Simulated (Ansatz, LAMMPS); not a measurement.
**Forces and charges in amorphous Si0.7Ge0.3 (120 atoms)**

Aim: energy, forces, charges and density of states of amorphous Si0.7Ge0.3 (120 atoms) at a fixed geometry.

Method: Kohn-Sham DFT, r2SCAN, PAW (set soft_2), plane waves, in Ansatz 0.2.0.

## Step 1: The structure

The cell holds 120 atoms: 84 Si and 36 Ge. Its edges and angles: a = 13.770 Å, b = 13.770 Å, c = 13.770 Å, α = 90.0°, β = 90.0°, γ = 90.0°. 120 atoms (84 Si, 36 Ge) placed at random at 3.16 g/cm³, melted at 3500 K for 10 ps at fixed volume with the Tersoff potential (Tersoff, Phys. Rev. B 39, 5566 (1989)). Quenched from 3500 K to 700 K at 10 K/ps and fixed volume, held 5 ps, then minimised at fixed cell.

What the set-up can't give: The quench rate of 10 K/ps is orders of magnitude faster than experiment, which tends to freeze in extra defects. The starting topology of bonds comes from the classical model, and needn't be the one that DFT or experiment would give. The Brillouin zone is sampled at Γ only, in a cell whose shortest periodic width is 14 Å.

## Step 2: Making the structure

A classical potential makes the cell, at a small fraction of what the same run would cost in DFT.

This step: classical MD, Tersoff potential (Tersoff, Phys. Rev. B 39, 5566 (1989)) (LAMMPS 22 Jul 2025 - Update 4).

File in.lmp:

```
# melt-quench of Si84Ge36
units metal
atom_style atomic
boundary p p p
region box block 0 13.7704 0 13.7704 0 13.7704
create_box 2 box
mass 1 28.0850   # Si
mass 2 72.6300   # Ge
create_atoms 1 random 84 413304 NULL overlap 2.01 maxtry 2000
create_atoms 2 random 36 413311 NULL overlap 2.01 maxtry 2000
pair_style tersoff
pair_coeff * * SiCGe.tersoff Si(D) Ge
neigh_modify delay 0 every 1 check yes
thermo_style custom step time temp pe press density
thermo_modify norm yes
timestep 0.001
thermo 100
min_style cg
minimize 1e-4 1e-4 200 2000
reset_timestep 0
velocity all create 3500 413305 mom yes dist gaussian
fix lim all nve/limit 0.05
fix lan all langevin 3500 3500 0.1 413306 zero yes
thermo 500
run 1000 post no
unfix lim
unfix lan
thermo 1666
fix md all nvt temp 3500 3500 0.1
run 10000 post no
unfix md
thermo 28000
fix md all nvt temp 3500 700 0.1
run 280000 post no
unfix md
thermo 2500
fix md all nvt temp 700 700 0.1
run 5000 post no
unfix md
thermo 100
min_style cg
minimize 0 1e-3 2000 20000
write_dump all custom glass.dump id type xs ys zs modify sort id
```

The run is started by

```console
lmp -in in.lmp -log none -nocite
```

The program printed:

```text
LAMMPS (22 Jul 2025 - Update 4)
Created orthogonal box = (0 0 0) to (13.7704 13.7704 13.7704)
Created 84 atoms
Created 36 atoms
   Step          Time           Temp          PotEng         Press         Density
         0   0              0             -2.2179319      66762.082      3.1630019
        36   0.036          0             -3.4428148      18451.557      3.1630019
Loop time of 0.0205773 s on 1 MPI rank(s) for 36 steps with 120 atoms
Minimization stats:
  Stopping criterion = energy tolerance
  Energy initial, next-to-last, final =
     -2.21793193602394  -3.44269067011177  -3.44281475388658
  Force two-norm initial, final = 89.920569 3.6033347
  Iterations, force evaluations = 36 50
   Step          Time           Temp          PotEng         Press         Density
         0   0              3500          -3.4428148      40473.675      3.1630019
       500   0.5            3962.8752     -3.3113069      8081.2453      3.1630019
[... 10 lines left out ...]
[... 1 line left out ...]
Loop time of 3.09207 s on 1 MPI rank(s) for 10000 steps with 120 atoms
   Step          Time           Temp          PotEng         Press         Density
[... 12 lines left out ...]
Loop time of 51.2723 s on 1 MPI rank(s) for 280000 steps with 120 atoms
   Step          Time           Temp          PotEng         Press         Density
[... 2 lines left out ...]
    295000   295            703.48486     -4.0243865     -1039.8743      3.1630019
    296000   296            703.59377     -4.0321691     -3260.0597      3.1630019
Loop time of 0.647664 s on 1 MPI rank(s) for 5000 steps with 120 atoms
   Step          Time           Temp          PotEng         Press         Density
    296000   296            703.59377     -4.0321691     -3260.0597      3.1630019
    296072   296.072        703.59377     -4.1168871     -8725.8303      3.1630019
Loop time of 0.0320661 s on 1 MPI rank(s) for 72 steps with 120 atoms
Minimization stats:
  Stopping criterion = force tolerance
  Energy initial, next-to-last, final =
     -4.03216909890989  -4.11688712036865  -4.11688712063933
  Force two-norm initial, final = 17.108071 0.00075118945
  Iterations, force evaluations = 72 243
```

Elapsed: 56 s, on 1 thread of Intel Xeon 6975P-C (Granite Rapids), shared host; peak memory 0.07 GiB.

## Step 3: Plane-wave single point

One self-consistent run at the given positions yields energy and forces.

File input.yaml:

```yaml
crystal:
  lattice:
    - [13.7704, 0.0, 0.0]
    - [0.0, 13.7704, 0.0]
    - [0.0, 0.0, 13.7704]
  atoms:
    - { symbol: Si, position: [0.06636, 0.00199, 0.48134] }
    - { symbol: Si, position: [0.50147, 0.29499, 0.40504] }
    - { symbol: Si, position: [0.18583, 0.32862, 0.65646] }
    - { symbol: Si, position: [0.61646, 0.05023, 0.46969] }
    - { symbol: Si, position: [0.00052, 0.96703, 0.79019] }
    - { symbol: Si, position: [0.25753, 0.67364, 0.89681] }
    - { symbol: Si, position: [0.35666, 0.0121, 0.59822] }
    - { symbol: Si, position: [0.7806, 0.10504, 0.43218] }
    - { symbol: Si, position: [0.71588, 0.9556, 0.74856] }
    - { symbol: Si, position: [0.28443, 0.49905, 0.90623] }
    - { symbol: Si, position: [0.34637, 0.9634, 0.87607] }
    - { symbol: Si, position: [0.86504, 0.30946, 0.71627] }
    - { symbol: Si, position: [0.04184, 0.12992, 0.77644] }
    - { symbol: Si, position: [0.88191, 0.43306, 0.0068] }
    - { symbol: Si, position: [0.93167, 0.74415, 0.9627] }
    - { symbol: Si, position: [0.09137, 0.65307, 0.35936] }
    - { symbol: Si, position: [0.03601, 0.66798, 0.07623] }
    - { symbol: Si, position: [0.3348, 0.54864, 0.59044] }
    - { symbol: Si, position: [0.37454, 0.38586, 0.81148] }
    - { symbol: Si, position: [0.26124, 0.01471, 0.73968] }
    - { symbol: Si, position: [0.01035, 0.01822, 0.31883] }
    - { symbol: Si, position: [0.25236, 0.97704, 0.02203] }
    - { symbol: Si, position: [0.24482, 0.72259, 0.38554] }
    - { symbol: Si, position: [0.77171, 0.2605, 0.35857] }
    - { symbol: Si, position: [0.24671, 0.85433, 0.27537] }
    - { symbol: Si, position: [0.56897, 0.69912, 0.23545] }
    - { symbol: Si, position: [0.03366, 0.50128, 0.02638] }
    - { symbol: Si, position: [0.51631, 0.81795, 0.47276] }
    - { symbol: Si, position: [0.44438, 0.78323, 0.03771] }
    - { symbol: Si, position: [0.99559, 0.20097, 0.92464] }
    - { symbol: Si, position: [0.87153, 0.30616, 0.8932] }
    - { symbol: Si, position: [0.32787, 0.98243, 0.34595] }
    - { symbol: Si, position: [0.94929, 0.91384, 0.94418] }
    - { symbol: Si, position: [0.99631, 0.12677, 0.07536] }
    - { symbol: Si, position: [0.28312, 0.24438, 0.03565] }
    - { symbol: Si, position: [0.77438, 0.53994, 0.92837] }
    - { symbol: Si, position: [0.53469, 0.06569, 0.03919] }
    - { symbol: Si, position: [0.14379, 0.72028, 0.77801] }
    - { symbol: Si, position: [0.12262, 0.23649, 0.13117] }
    - { symbol: Si, position: [0.34531, 0.38184, 0.63903] }
    - { symbol: Si, position: [0.24069, 0.76876, 0.55003] }
    - { symbol: Si, position: [0.4745, 0.28198, 0.57298] }
    - { symbol: Si, position: [0.59584, 0.8684, 0.23595] }
    - { symbol: Si, position: [0.36057, 0.09676, 0.08652] }
    - { symbol: Si, position: [0.90981, 0.06602, 0.54444] }
    - { symbol: Si, position: [0.20505, 0.68723, 0.06062] }
    - { symbol: Si, position: [0.46869, 0.76638, 0.73524] }
    - { symbol: Si, position: [0.78916, 0.74918, 0.55894] }
    - { symbol: Si, position: [0.3824, 0.79313, 0.87763] }
    - { symbol: Si, position: [0.17915, 0.62082, 0.63796] }
    - { symbol: Si, position: [0.47283, 0.08835, 0.87555] }
    - { symbol: Si, position: [0.93044, 0.30947, 0.30661] }
    - { symbol: Si, position: [0.35989, 0.59632, 0.42522] }
    - { symbol: Si, position: [0.09147, 0.28795, 0.52359] }
    - { symbol: Si, position: [0.39559, 0.8408, 0.59426] }
    - { symbol: Si, position: [0.83474, 0.10424, 0.13995] }
    - { symbol: Si, position: [0.56613, 0.89727, 0.07001] }
    - { symbol: Si, position: [0.52791, 0.13646, 0.32888] }
    - { symbol: Si, position: [0.09567, 0.86168, 0.57283] }
    - { symbol: Si, position: [0.70694, 0.26488, 0.921] }
    - { symbol: Si, position: [0.35873, 0.22319, 0.87255] }
    - { symbol: Si, position: [0.52494, 0.4592, 0.80384] }
    - { symbol: Si, position: [0.50434, 0.10787, 0.59563] }
    - { symbol: Si, position: [0.23842, 0.05393, 0.47337] }
    - { symbol: Si, position: [0.04179, 0.65491, 0.52907] }
    - { symbol: Si, position: [0.01408, 0.40208, 0.42139] }
    - { symbol: Si, position: [0.50099, 0.95154, 0.357] }
    - { symbol: Si, position: [0.62362, 0.54142, 0.62206] }
    - { symbol: Si, position: [0.96821, 0.70636, 0.79432] }
    - { symbol: Si, position: [9.0e-05, 0.73093, 0.23635] }
    - { symbol: Si, position: [0.7519, 0.87334, 0.31348] }
    - { symbol: Si, position: [0.92124, 0.4674, 0.68215] }
    - { symbol: Si, position: [0.12286, 0.41282, 0.1424] }
    - { symbol: Si, position: [0.28322, 0.42596, 0.06458] }
    - { symbol: Si, position: [0.77225, 0.68709, 0.01586] }
    - { symbol: Si, position: [0.12325, 0.4512, 0.8867] }
    - { symbol: Si, position: [0.84446, 0.58583, 0.77774] }
    - { symbol: Si, position: [0.84048, 0.01838, 0.29238] }
    [... 36 atom lines left out ...]
    - { symbol: Ge, position: [0.63716, 0.79496, 0.77511] }
    - { symbol: Ge, position: [0.64619, 0.39151, 0.36715] }
    - { symbol: Ge, position: [0.36168, 0.12767, 0.25654] }
    - { symbol: Ge, position: [0.93102, 0.52154, 0.51528] }
    - { symbol: Ge, position: [0.47033, 0.59585, 0.69261] }
    - { symbol: Ge, position: [0.21133, 0.1879, 0.76675] }
kpoints:
  mp_grid: { grid: [1, 1, 1] }
hamiltonian:
  xc: r2scan
scf:
  occupations: { method: gaussian, width: 0.025 }
output:
  forces: true
  stress: true
  populations: true
  dos:
    method: { smearing: { sigma: 0.08 } }
    de: 0.1
    projected: { site_lists: { Ge: [Ge], Si: [Si] } }
  eigenvalues: true
  write_density: true
  write_potential: true
  volumetric_format: npy
```

The run is started by

```console
ansatz run input.yaml --threads 8 --pin off --max-ram 15872MiB --backend cpu --events-out ev --progress --plain --runs-dir out
```

The program printed:

```text
Engine: ansatz 0.2.0, x86_64-unknown-linux-gnu
Pseudopotentials: kind: paw
Pseudopotential: Si, paw, valence charge 4, recommended cutoff 500 eV (meta_gga), Si.paw.azcp
Pseudopotential: Ge, paw, valence charge 14, recommended cutoff 500 eV (meta_gga), Ge.paw.azcp
[... 6 lines on functional and potentials left out ...]
Crystal: 120 atoms, lattice volume = 2611.197 Å³
Basis set: ecut = 500 eV, 66539 PW (Γ), exchange–correlation on 432×432×432 points (64 copies of the dense FFT grid, shifted against one another)
Bands: 540, of which v1, the nominal top of the filled ones, is band 420 counted from 1 (419 counted from 0)
Symmetry: 1 space group operations
Space group: P1 (ITA 1), of the structure as read, at distance tolerance 1.4e-4 Å
k-points: 1
[... 7 lines on functional and potentials left out ...]
Initial density: superposition of atomic densities (neutral atoms: chi_scale 0, normalization atom), corrected by the library's trained network
Initial wavefunctions: pseudopotential atomic-orbital guess
Functional: x = r2scan, c = r2scan; τ floored in thin density (d = 2e-4 eV/Å³)
SCF iter   1: F=—  HF=-208553.689462 eV  |F-HF|=—  |Δ(HF+E_count)|=         —  Δρ=6.21e-3  dr2=2.10e0  dr2_τ=4.79e-1  ethr=1.77e-3  ⟨swp⟩=6.0  Hψ=2180  notcnv=0  defer=34
preconditioner: auto → LDOS  [insulator: Δε(μ)=0.087 eV  Ē_g=8.098 eV  σ=0.025 eV  W_gap=0.99  n_scr=484 (ndim 8)  ℏωp=15.9 eV  f_vac=0.019  D(μ)=4.42/eV (n_scr^D=6)  ε∞_Penn≈4.9  β→1.0]
SCF iter   2: F=—  HF=-208555.216486 eV  |F-HF|=—  |Δ(HF+E_count)|=    1.53e0  Δρ=5.44e-3  dr2=4.89e0  dr2_τ=1.00e-2  ethr=2.50e-4  ⟨swp⟩=3.0  Hψ=1052  notcnv=0  defer=114  recentre
SCF iter   3: F=—  HF=-208554.270231 eV  |F-HF|=—  |Δ(HF+E_count)|=   9.46e-1  Δρ=2.00e-3  dr2=2.07e-1  dr2_τ=3.85e-4  ethr=2.50e-4  ⟨swp⟩=5.0  Hψ=1482  notcnv=0  defer=113
SCF iter   4: F=—  HF=-208554.259838 eV  |F-HF|=—  |Δ(HF+E_count)|=   1.04e-2  Δρ=5.82e-4  dr2=2.41e-2  dr2_τ=1.21e-4  ethr=2.46e-5  ⟨swp⟩=3.0  Hψ=580  notcnv=0  defer=113
SCF iter   5: F=—  HF=-208554.252793 eV  |F-HF|=—  |Δ(HF+E_count)|=   7.05e-3  Δρ=1.85e-4  dr2=2.57e-3  dr2_τ=8.76e-6  ethr=2.87e-6  ⟨swp⟩=2.0  Hψ=848  notcnv=0  defer=113
SCF iter   6: F=—  HF=-208554.252777 eV  |F-HF|=—  |Δ(HF+E_count)|=   1.59e-5  Δρ=1.07e-4  dr2=9.98e-4  dr2_τ=2.28e-6  ethr=3.05e-7  ⟨swp⟩=2.0  Hψ=595  notcnv=0  defer=113
SCF iter   7: F=—  HF=-208554.252739 eV  |F-HF|=—  |Δ(HF+E_count)|=   3.82e-5  Δρ=5.81e-5  dr2=3.30e-4  dr2_τ=6.58e-7  ethr=1.19e-7  ⟨swp⟩=2.0  Hψ=602  notcnv=0  defer=113
SCF iter   8: F=—  HF=-208554.252686 eV  |F-HF|=—  |Δ(HF+E_count)|=   5.29e-5  Δρ=2.82e-5  dr2=8.40e-5  dr2_τ=1.56e-7  ethr=3.93e-8  ⟨swp⟩=2.0  Hψ=805  notcnv=0  defer=113
SCF iter   9: F=—  HF=-208554.254156 eV  |F-HF|=—  |Δ(HF+E_count)|=   1.47e-3  Δρ=1.62e-5  dr2=2.46e-5  dr2_τ=4.60e-8  ethr=1.00e-8  ⟨swp⟩=2.0  Hψ=623  notcnv=0  defer=113
SCF iter  10: F=—  HF=-208554.254154 eV  |F-HF|=—  |Δ(HF+E_count)|=   1.43e-6  Δρ=8.46e-6  dr2=6.98e-6  dr2_τ=1.25e-8  ethr=2.93e-9  ⟨swp⟩=2.0  Hψ=581  notcnv=0  defer=113
SCF iter  11: F=—  HF=-208554.254154 eV  |F-HF|=—  |Δ(HF+E_count)|=   7.19e-7  Δρ=4.85e-6  dr2=1.99e-6  dr2_τ=2.83e-9  ethr=8.31e-10  ⟨swp⟩=2.0  Hψ=579  notcnv=0  defer=113
SCF iter  12: F=—  HF=-208554.254153 eV  |F-HF|=—  |Δ(HF+E_count)|=   1.48e-7  Δρ=2.62e-6  dr2=5.66e-7  dr2_τ=9.93e-10  ethr=2.36e-10  ⟨swp⟩=2.0  Hψ=569  notcnv=0  defer=113
SCF iter  13: F=—  HF=-208554.254153 eV  |F-HF|=—  |Δ(HF+E_count)|=   8.15e-9  Δρ=1.40e-6  dr2=1.84e-7  dr2_τ=6.30e-10  ethr=6.74e-11  ⟨swp⟩=2.0  Hψ=725  notcnv=0  defer=113
SCF iter  14: F=-208554.254153 eV  HF=-208554.254153 eV  |F-HF|=3.01e-8  |Δ(HF+E_count)|=   2.53e-8  Δρ=6.60e-7  dr2=4.05e-8  dr2_τ=9.45e-11  ethr=1.19e-11  ⟨swp⟩=16.0  Hψ=4065  notcnv=0
SCF 1 converged in 14 iterations: F = -208554.254153 eV  dr2 = 4.05e-8
  greatest PAW one-centre occupation: 0.998 electrons in one spin orbital (limit 2), on the Ge atom at site 91 (counted from 0), in its partial waves of l = 2
SCF converged after 14 iterations
Free energy (F): -208554.254153 eV
Harris-Foulkes:  -208554.254153 eV  (|F-HF|=3.01e-8)
Internal energy: -208554.239172 eV  (E = F + TS)
E sigma→0 (E₀):  -208554.246663 eV
Entropy (-TS):   -0.014981 eV (-0.125 meV/atom)
Fermi energy:    6.596605 eV
--- Per-component energies (eV) ---
  E_band       = -6181.400334
  E_kinetic    = 7323.961912
  E_local      = -117808.862970  (includes V_loc(G=0)·N_el)
  E_nonlocal   = 17181.995274
  E_hartree    = 52645.255284
  E_xc         = -6780.828136
  E_vxc        = -6582.766380  (∫ρ·V_xc dr)
  E_paw        = -116836.438316  (= ΣΔE_a)
  E_vpaw       = -11889.250863  (= ΣTr[D̂ρ^β])
  E_aug_tail   = 0.000935  (compensation charges beyond the density's cutoff)
  E_vtau       = 303.000822  (kinetic-family band-sum trace: ∫τ·v_τ [+ j·A + Jᵃ·Aᵃ] dr)
  E_ewald      = -44233.815217
  E_core_change = -45.507938  (= ΣΔE_core)
  E_smearing   = -0.014981  (= −TS)
  E_closure    = -0.000000  (closes the sum)
  Σ components = -208554.254153   (vs F -208554.254153, Δ=0.00e0)
--- Forces (eV/Å), atoms counted from 1 ---
  atom   1  Si    -0.10834713     0.07321836    -0.01722054
  atom   2  Si    -0.07799222    -0.11275828    -0.52483891
  atom   3  Si     0.12179450     0.08005609    -0.30035240
  atom   4  Si    -0.08978880    -0.43063799    -0.10096047
  atom   5  Si     0.20879613    -0.17782994     0.12908008
  atom   6  Si     0.25047610    -0.17931038     0.22879278
  atom   7  Si    -0.16224978    -0.04781873     0.10027784
  atom   8  Si    -0.32521958     0.50977381    -0.23254688
  atom   9  Si     0.24683504    -0.33827575     0.14527043
  atom  10  Si    -0.32402771    -0.28033301    -0.26631778
  atom  11  Si    -0.11026833     0.14871985    -0.11686003
  atom  12  Si    -0.04638559    -0.10751948     0.36807410
  atom  13  Si    -0.31257452    -0.04148947     0.24528885
  atom  14  Si     0.04095198     0.25698173    -0.05378904
[...]
atom 119  Ge     0.32509367     0.14134913     0.09347303
  atom 120  Ge     0.26002060    -0.27269917    -0.31551825
  max |Σ_I F_I| component: 1.46e-5 eV/Å
--- Stress (GPa, compression-positive) ---
       -2.637776       0.813256       0.223771
        0.813256      -2.149694       1.354914
        0.223771       1.354914      -1.065774
  P = ⅓ Tr σ = -1.9511 GPa (-19.511 kbar)
--- Band table (eV) ---
  k-point 0: bands = ["-18.9822", "-18.9665", "-18.9562", "-18.9389", [... 524 levels ...], "10.5153", "10.5518", "10.5792", "10.6051", "10.6328", "10.6506", "10.6803", "10.7034", "10.7334", "10.7570", "10.7943", "10.8191"]
--- Löwdin populations: 120 sites ---
  site symbol       q [e]
     0     Si      3.9674
     1     Si      3.8841
     2     Si      3.9035
[...]
119     Ge     14.0903
  spilling = 0.005790 (of n_electrons = 840.000000)
```

Elapsed: 59 s, on 8 threads of Intel Xeon 6975P-C (Granite Rapids), shared host; peak memory 8.2 GiB.

Numbers from this run:

| Quantity | Value |
| --- | --- |
| free energy | -208554.2542 eV |
| free energy per atom | -1737.9521 eV/atom |
| SCF cycles | 14 |
| pressure | -1.951 GPa |
| r.m.s. force component | 0.2666 eV/Å |
| longest force | 1.183 eV/Å |
| Fermi energy | 6.597 eV |
| levels partly filled by over 2 per cent | 2 |
| spilling of the projection | 0.00579 |

Neighbours are counted within 2.83 Å (Si-Si), 2.88 Å (Si-Ge), 2.98 Å (Ge-Ge).

Length of the force by element and coordination:

```
element  coordination  atoms  mean length of the force (eV/Å)  spread  least   most
     Ge           all     36                            0.440   0.199  0.118  0.946
     Ge             4     33                            0.436   0.195  0.118  0.946
     Ge             5      3                            0.480   0.234  0.188  0.761
     Si           all     84                            0.395   0.221  0.113   1.18
     Si             4     76                            0.366   0.188  0.113   1.15
     Si             5      7                            0.682   0.323  0.245   1.18
     Si             6      1                            0.568       0  0.568  0.568
```

Löwdin charges by element and coordination (they lack the spilled electrons, 0.041 e an atom on average):

```
element  coordination  atoms  mean charge (e)  spread    least    most
     Ge           all     36          -0.0268  0.0347   -0.100  0.0394
     Ge             4     33          -0.0269  0.0336   -0.100  0.0394
     Ge             5      3          -0.0265  0.0452  -0.0903  0.0067
     Si           all     84           0.0694  0.0281   0.0129   0.135
     Si             4     76            0.069  0.0277   0.0129   0.135
     Si             5      7           0.0665  0.0274   0.0206   0.107
     Si             6      1            0.121       0    0.121   0.121
```

States in the cell by windows of 1 eV, zero at the Fermi level; the larger projections on atomic orbitals stand beside the total:

```
from (eV)  to (eV)  total  Si p  Ge p  Si s  Ge s
      -14      -13    1.1   0.0   0.0   0.7   0.4
      -13      -12   13.2   1.9   0.9   6.5   3.8
      -12      -11   26.2   5.2   2.2  11.7   6.9
      -11      -10   28.0   6.2   2.5  12.0   7.1
      -10       -9   45.0  11.1   4.2  19.8   9.6
       -9       -8   24.3   7.1   2.8   9.7   4.4
       -8       -7   28.7   9.9   3.6  10.7   4.1
       -7       -6   29.8  11.2   4.5   9.8   4.0
       -6       -5   30.9  14.5   5.7   8.0   2.4
       -5       -4   41.4  25.7   9.5   4.3   1.6
       -4       -3   60.7  39.5  16.1   3.2   1.3
       -3       -2   68.4  44.3  19.3   2.8   1.2
       -2       -1   55.6  35.4  16.2   2.0   1.0
       -1        0   25.9  14.5   8.3   1.5   0.8
        0        1   26.0  12.1   5.8   4.1   2.3
        1        2   50.1  22.6   9.5   8.6   4.0
        2        3   70.0  32.7  13.3   9.9   3.9
        3        4   74.9  34.1  14.9   8.6   2.8
```

The curve was stored every 0.100 eV, coarse against its broadening of 0.08 eV, so these counts are rough.

Between -26 and -14 eV lie 360 more states.

The levels nearest the highest filled one (over half full), pooled over k-points and spins:

```
level less the highest filled one (eV)  occupation
                                -0.591           2
                                -0.555           2
                                -0.459           2
                                -0.312           2
                                -0.146           2
                                     0        1.74
                                0.0398       0.261
                                 0.160           0
                                 0.304           0
                                 0.473           0
                                 0.592           0
                                 0.626           0
```

[end of part 1 of 2]

[Logs are printed without paths, hosts, clocks, repeated set-up lines and the standing remarks that a program may print on its own settings, such as how far it seeks lower states.]

[Hosts, paths, dates, database ids (printed as entryN), source tags and the programs' standing remarks are cut or masked in the printed files.]
